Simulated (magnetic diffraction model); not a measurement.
# Which magnetic order? ErBi₂O₄F

Space group P4/mmm (no. 123), a = 3.6790 Å, c = 8.4130 Å.

```
site  atom    x    y       z
  2h    Bi  1/2  1/2  0.2809
  1a    Er    0    0       0
  1b     F    0    0     1/2
  4i     O    0  1/2  0.1689
```

The compound is invented for this exercise: a known structure type with other elements, its cell scaled to their sizes and not relaxed.

Only Er is taken to order (form factors of Er3+); orders and moment sizes are assumed, and not adapted to the symmetry. Radiation: neutrons of λ = 2.567 Å, 3° to 90°; isotropic B of 0.24 Å² (Bi), 0.29 Å² (Er), 0.39 Å² (F) and 0.4 Å² (O). Simulated constant-wavelength pattern: nuclear and magnetic terms add, the magnetic one as |2.695 fm × Σ f S⊥ exp(2πi Q·r) exp(−B s²)|², summed over all Q at one angle with the factor 1/(sin²θ cos θ). For collinear order S is the moment m, which repeats by lattice and centring translations R with the sign exp(−2πi k·R). Free-ion form factors, Sears's scattering lengths of 1992, no absorption; a label names one of the reflections at its angle. The strongest nuclear line in the range is 100, and lines under 0.2 are left out.

Above the ordering temperature:

| 2θ (°) | index | I |
| --- | --- | --- |
| 17.55 | (0 0 1) | 25.4 |
| 35.53 | (0 0 2) | 13.4 |
| 40.84 | (1 0 0) | 1.3 |
| 44.76 | (1 0 1) | 5.0 |
| 54.48 | (0 0 3) | 4.0 |
| 55.22 | (1 0 2) | 100.0 |
| 59.13 | (1 1 0) | 2.9 |
| 62.19 | (1 1 1) | 14.9 |
| 70.27 | (1 0 3) | 4.3 |
| 70.92 | (1 1 2) | 7.5 |
| 75.22 | (0 0 4) | 4.3 |
| 84.59 | (1 1 3) | 77.9 |
| 88.49 | (2 0 0) | 89.3 |

Below it (cell unchanged):

```
2θ (°)      I
 17.55  125.9
 35.53   37.3
 40.84   19.3
 44.76   39.5
 54.48   13.9
 55.22  127.7
 59.13   11.3
 62.19   31.4
 70.27   23.6
 70.92   22.4
 75.22    9.5
 84.59   90.2
 88.49   93.2
 89.33   13.5
```

**Question.** Find the propagation vector, then choose among these models:
A. collinear moments along [001], 7.6 μB on Er
B. collinear moments along [101], 7.6 μB on Er
C. collinear moments along [110], 7.6 μB on Er

No line moves, and magnetic intensity falls on nuclear lines such as the one at 17.55°, so the magnetic cell equals the chemical primitive cell: k = 0.

Magnetic intensity, observed (below minus above) and for each model:

| 2θ (°) | index | observed | A | B | C |
| --- | --- | --- | --- | --- | --- |
| 17.55 | (0 0 1) | 100.5 | <0.2 | 16.1 | 100.5 |
| 35.53 | (0 0 2) | 23.9 | <0.2 | 3.8 | 23.9 |
| 40.84 | (1 0 0) | 18.0 | 35.9 | 33.0 | 18.0 |
| 44.76 | (1 0 1) | 34.5 | 49.9 | 47.4 | 34.5 |
| 54.48 | (0 0 3) | 9.9 | <0.2 | 1.6 | 9.9 |
| 62.19 | (1 1 1) | 16.5 | 27.6 | 25.9 | 16.5 |
| 70.27 | (1 0 3) | 19.4 | 8.7 | 10.4 | 19.4 |
| 89.33 | (1 0 4) | 13.4 | 3.8 | 5.3 | 13.4 |

Model C matches.

The structure used: k = (0 0 0), collinear moments along [110], 7.6 μB on Er.

[Logs are printed without paths, hosts, clocks, repeated set-up lines and the standing remarks that a program may print on its own settings, such as how far it seeks lower states.]
